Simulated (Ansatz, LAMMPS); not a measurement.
# Elastic response of amorphous 30In2O3-70HfO2 (mol %) (83 atoms), part 3 of 3

How stiff is amorphous 30In2O3-70HfO2 (mol %) (83 atoms), and how do its levels respond to strain?

Ansatz 0.2.0; Kohn-Sham DFT, revPBE, PAW (set soft_1), plane waves.

The cell: 14 In, 16 Hf and 53 O. The quench rate of 200 K/ps is orders of magnitude faster than experiment. The starting topology of bonds comes from the classical model. Sampling is at Γ alone. No spin–orbit coupling is included.

So far. Step 10 (Stretched by 1 % along x): The relaxation converged after 5 steps, 0.0363 eV below its start, with a largest force component of 0.037 eV/Å. Step 10 (Stretched by 1 % along x): Stretched by 1 % along x: the energy stands 0.0613 eV above that of the reference, at a pressure of -1.21 GPa.

### Step 11. Compressed by 1 % along x

The relaxed cell is strained along x alone, which gives the stiffness along x and its coupling to y and z.

input.yaml

```yaml
crystal:
  lattice:
    - [10.20867, 0.0231, -0.10418]
    - [0.02287, 10.1609, -0.02114]
    - [-0.10314, -0.02114, 10.69188]
  atoms:
    [... the 83 atom lines of step 4 ...]
kpoints:
  mp_grid: { grid: [1, 1, 1] }
hamiltonian:
  xc: revpbe
  pseudopotentials: { kind: paw, azcp: { folder: soft_1 } }
scf:
  occupations: { method: gaussian, width: 0.025 }
output:
  forces: true
  eigenvalues: true
  stress: true
relax:
  f_tol: 0.05
  max_steps: 70
```

Command:

```sh
ansatz run input.yaml --threads 4 --pin off --max-ram 8192MiB --backend cpu --events-out ev --progress --plain --runs-dir out
```

Numbers of over 12 decimals in the logs are rounded to 6 here.

Output:

```text
[...]
Crystal: 83 atoms, lattice volume = 1108.942 Å³
Basis set: ecut = 420 eV, 21637 PW (Γ), exchange–correlation on 144×144×144 points (8 copies of the dense FFT grid, shifted against one another)
Bands: 550, of which v1, the nominal top of the filled ones, is band 458 counted from 1 (457 counted from 0)
Symmetry: 1 space group operations
[...]
k-points: 1
[...]
SCF iter   1: F=—  HF=-360403.720472 eV  |F-HF|=—  |Δ(HF+E_count)|=         —  Δρ=9.04e-2  dr2=1.40e2  ethr=3.10e-3  ⟨swp⟩=6.0  Hψ=1745  notcnv=0  defer=67
[...]
SCF iter  12: F=-360367.451064 eV  HF=-360367.451058 eV  |F-HF|=6.09e-6  |Δ(HF+E_count)|=   3.27e-5  Δρ=1.60e-5  dr2=3.95e-6  ethr=3.51e-9  ⟨swp⟩=12.0  Hψ=2634  notcnv=0
SCF 1 converged in 12 iterations: F = -360367.451064 eV  dr2 = 3.95e-6
[...]
relax step   1: F+E_penalty+E_count = -360367.45106429 eV  Δ(F+E_penalty+E_count) = +0.000e0 eV  max|allowed force component| = 1.824e-1 eV/Å  Δτ_max = 0.0000 Å  (12 SCF iters, dr2 threshold 6.25e-5 eV, accepted)
[...]
relax step   2: F+E_penalty+E_count = -360367.47531800 eV  Δ(F+E_penalty+E_count) = -2.425e-2 eV  max|allowed force component| = 1.064e-1 eV/Å  Δτ_max = 0.0248 Å  (9 SCF iters, accepted)
[...]
relax step   3: F+E_penalty+E_count = -360367.48450003 eV  Δ(F+E_penalty+E_count) = -9.182e-3 eV  max|allowed force component| = 5.986e-2 eV/Å  Δτ_max = 0.0089 Å  (8 SCF iters, accepted)
relax step   4: F+E_penalty+E_count = -360367.46935758 eV  Δ(F+E_penalty+E_count) = +1.514e-2 eV  max|allowed force component| = 1.095e-1 eV/Å  Δτ_max = 0.0843 Å  (9 SCF iters, rejected (line search))
[...]
relax step   5: F+E_penalty+E_count = -360367.48959708 eV  Δ(F+E_penalty+E_count) = -5.097e-3 eV  max|allowed force component| = 3.144e-2 eV/Å  Δτ_max = 0.0174 Å  (9 SCF iters, accepted)
SCF converged after 9 iterations
Free energy (F): -360367.489597 eV
[...]
Internal energy: -360367.489597 eV  (E = F + TS)
E sigma→0 (E₀):  -360367.489597 eV
Fermi energy:    10.873904 eV
[...]
--- Forces (eV/Å), atoms counted from 1 ---
  atom   1  In    -0.01468077    -0.00561430     0.01052006
  atom   2  In    -0.00743800     0.00482875    -0.01249691
  atom   3  In    -0.00565404     0.00644609    -0.00114569
  atom   4  In    -0.00147207    -0.00807928    -0.00044826
  atom   5  In    -0.00135591    -0.00142331     0.00019174
  atom   6  In    -0.00396232     0.01195183    -0.01841971
  atom   7  In     0.01339586     0.00612893     0.00887608
  atom   8  In    -0.00357502     0.00013852     0.00224353
  atom   9  In     0.01362299    -0.01041270    -0.01561078
  atom  10  In     0.00644175    -0.00995168     0.00192632
  atom  11  In    -0.00146301     0.00886322     0.00464096
  atom  12  In    -0.01994271    -0.00244918    -0.00078003
  atom  13  In    -0.00179282    -0.00106185    -0.00660911
  atom  14  In     0.00539831     0.01218635    -0.00121079
[...]
atom  82  O     -0.00874749    -0.00640063    -0.00261145
  atom  83  O      0.00533586     0.00781562    -0.00241992
  max |Σ_I F_I| component: 9.69e-5 eV/Å
--- Stress (GPa, compression-positive) ---
        1.981948      -0.137455       0.045796
       -0.137455       0.904780      -0.078105
        0.045796      -0.078105       0.923030
  P = ⅓ Tr σ = 1.2699 GPa (12.699 kbar)
--- Band table (eV) ---
[...]
--- Relaxed structure (5 steps of the walk, 4 accepted, 0 SCFs on fresh bases) ---
  F+E_penalty+E_count = -360367.48959708 eV   max|allowed force component| = 3.144e-2 eV/Å
  atoms:
    - { symbol: In, position: [0.293795, 0.680721, 0.813171] }
    - { symbol: In, position: [0.417483, 0.304326, 0.722055] }
    - { symbol: In, position: [0.305070, 0.659484, 0.248733] }
    - { symbol: In, position: [0.770782, 0.719812, 0.839876] }
[...]
- { symbol: O, position: [0.487819, 0.149247, 0.283878] }
```

Elapsed: 1.9 min, on 4 threads of Arm Neoverse V2, shared host; peak memory 1.9 GiB.

The relaxation converged after 5 steps, 0.0385 eV below its start, with a largest force component of 0.031 eV/Å.

Compressed by 1 % along x: the energy stands 0.0660 eV above that of the reference, at a pressure of 1.27 GPa.

### Step 12. Sheared by 2 % in xy

A shear of the relaxed cell gives the modulus that volume changes can't reach.

input.yaml, the sections that differ from step 11:

```yaml
crystal:
  lattice:
    - [10.31202, 0.12622, -0.10418]
    - [0.12471, 10.16113, -0.02114]
    - [-0.10439, -0.02218, 10.69188]
  atoms:
    [... the 83 atom lines of step 4 ...]
# kpoints, hamiltonian, scf, output, relax: as in step 11
```

Output:

```text
[...]
Crystal: 83 atoms, lattice volume = 1120.031 Å³
Basis set: ecut = 420 eV, 21889 PW (Γ), exchange–correlation on 144×144×144 points (8 copies of the dense FFT grid, shifted against one another)
Bands: 550, of which v1, the nominal top of the filled ones, is band 458 counted from 1 (457 counted from 0)
Symmetry: 1 space group operations
[...]
k-points: 1
[...]
SCF iter   1: F=—  HF=-360403.457996 eV  |F-HF|=—  |Δ(HF+E_count)|=         —  Δρ=9.02e-2  dr2=1.41e2  ethr=3.10e-3  ⟨swp⟩=6.0  Hψ=1684  notcnv=0  defer=68
[...]
SCF iter  11: F=—  HF=-360367.421641 eV  |F-HF|=—  |Δ(HF+E_count)|=   1.30e-4  Δρ=4.93e-5  dr2=2.98e-5  ethr=2.33e-8  ⟨swp⟩=2.0  Hψ=917  notcnv=0  defer=88
SCF iter  12: F=-360367.421681 eV  HF=-360367.421676 eV  |F-HF|=5.63e-6  |Δ(HF+E_count)|=   3.43e-5  Δρ=1.71e-5  dr2=4.23e-6  ethr=3.25e-9  ⟨swp⟩=12.0  Hψ=2643  notcnv=0
SCF 1 converged in 12 iterations: F = -360367.421681 eV  dr2 = 4.23e-6
[...]
relax step   1: F+E_penalty+E_count = -360367.42168118 eV  Δ(F+E_penalty+E_count) = +0.000e0 eV  max|allowed force component| = 3.304e-1 eV/Å  Δτ_max = 0.0000 Å  (12 SCF iters, dr2 threshold 6.25e-5 eV, accepted)
[...]
relax step   2: F+E_penalty+E_count = -360367.45905648 eV  Δ(F+E_penalty+E_count) = -3.738e-2 eV  max|allowed force component| = 1.387e-1 eV/Å  Δτ_max = 0.0321 Å  (7 SCF iters, dr2 threshold 6.82e-6 eV, accepted)
[...]
relax step   3: F+E_penalty+E_count = -360367.47298356 eV  Δ(F+E_penalty+E_count) = -1.393e-2 eV  max|allowed force component| = 4.914e-2 eV/Å  Δτ_max = 0.0107 Å  (8 SCF iters, accepted)
SCF converged after 8 iterations
Free energy (F): -360367.472984 eV
[...]
Internal energy: -360367.472984 eV  (E = F + TS)
E sigma→0 (E₀):  -360367.472984 eV
Fermi energy:    10.710113 eV
[...]
Σ components = -360367.472984   (vs F -360367.472984, Δ=0.00e0)
--- Forces (eV/Å), atoms counted from 1 ---
  atom   1  In     0.01832921    -0.02878538    -0.02767242
  atom   2  In     0.00055264     0.02010783     0.00915441
  atom   3  In    -0.01356167     0.00872753     0.00128802
  atom   4  In     0.02611983    -0.01349390     0.03663326
[...]
atom  83  O     -0.00211533    -0.01163952     0.00243108
  max |Σ_I F_I| component: 2.29e-4 eV/Å
--- Stress (GPa, compression-positive) ---
        0.212596      -1.262669       0.144124
       -1.262669       0.072651      -0.046097
        0.144124      -0.046097       0.035957
  P = ⅓ Tr σ = 0.1071 GPa (1.071 kbar)
--- Band table (eV) ---
[...]
--- Relaxed structure (3 steps of the walk, 3 accepted, 0 SCFs on fresh bases) ---
  F+E_penalty+E_count = -360367.47298356 eV   max|allowed force component| = 4.914e-2 eV/Å
  atoms:
    - { symbol: In, position: [0.293205, 0.679477, 0.812190] }
    - { symbol: In, position: [0.417619, 0.303248, 0.721318] }
    - { symbol: In, position: [0.302998, 0.659397, 0.248989] }
    - { symbol: In, position: [0.772095, 0.720520, 0.842580] }
[...]
- { symbol: O, position: [0.486955, 0.149715, 0.283202] }
```

Run time: 68 s. Hardware: 4 threads; peak memory 1.9 GiB.

The relaxation converged after 3 steps, 0.0513 eV below its start, with a largest force component of 0.049 eV/Å.

Sheared by 2 % in xy: the energy stands 0.0826 eV above that of the reference, at a pressure of 0.107 GPa.

### Step 13. Pressure against volume

Atoms are relaxed at each volume, in the scaled cell.

| volume change (%) | volume (Å³/atom) | energy change (meV/atom) | pressure (GPa) | largest move on relaxing (Å) | bonds | gap (eV) |
| --- | --- | --- | --- | --- | --- | --- |
| -10 | 12.146 | 53.19 | 13.76 | 0.60 | 184 | 2.36 |
| -6 | 12.686 | 18.69 | 7.53 | 0.41 | 180 | 2.27 |
| -3 | 13.091 | 4.51 | 3.68 | 0.12 | 177 | 2.18 |
| +0 | 13.496 | 0.00 | 0.00 | - | 177 | 2.05 |
| +3 | 13.901 | 3.80 | -2.85 | 0.17 | 177 | 1.90 |
| +6 | 14.305 | 13.50 | -4.84 | 0.37 | 171 | 1.74 |

### Step 14. Uniaxial strain and shear

Stress (GPa, compression positive) less that of the relaxed cell, atoms relaxed:

| strain | xx | yy | zz | xy | energy change (meV/atom) |
| --- | --- | --- | --- | --- | --- |
| stretched by 1 % along x | -1.875 | -0.866 | -0.867 | 0.132 | 0.74 |
| compressed by 1 % along x | 1.992 | 0.915 | 0.916 | -0.134 | 0.80 |
| sheared by 2 % in xy | 0.223 | 0.083 | 0.029 | -1.260 | 1.00 |

### Step 15. Outcome

The bulk modulus, from the slope of pressure against ln V over the three points nearest the relaxed volume, is 109 GPa; a quadratic over all points gives a pressure derivative of about 5.1. The count of bonds runs from 171 to 184 over the series, so at some points contacts cross the cutoffs. At -10 % some atom moved by over 0.5 Å on relaxing, so that point may sit in another local minimum. The gap goes from 2.36 eV at the smallest volume to 1.74 eV at the largest, -3.8 eV per unit of ln V by a straight line, on the run's k-points. In the Cartesian axes of the cell, finite differences give C11 = 193, C12 = 89.0, C13 = 89.2 and C66 = 63.0 GPa (the shear of 2 % is the engineering strain, εxy = 0.01). The mean of C11, C12 and C13, which equals the bulk modulus in a cubic or isotropic solid, is 124 GPa: it lies 14 % over the bulk modulus from the volumes. For an isotropic solid C66 would equal (C11 − C12)/2 = 52.2 GPa; so small a sample needn't be isotropic, and C66 rests on one shear. With the bulk modulus and C66 as K and G, Young's modulus would be about 158 GPa and Poisson's ratio 0.26.

Caveats: Strains are finite and relaxations stop at the force tolerance of the input, which can leave moduli too stiff; they are those of a static cell at zero temperature. Volumes are changed with the cell's shape held, so in an anisotropic solid the modulus lies over the one under free hydrostatic load. The program notes that the SCF threshold of the relaxations is loose for the stress.

The DFT runs together took 27 min of wall time.

[Logs are printed without paths, hosts, clocks, repeated set-up lines and the standing remarks that a program may print on its own settings, such as how far it seeks lower states.]

[Hosts, paths, dates, database ids (printed as entryN), source tags and the programs' standing remarks are cut or masked in the printed files.]
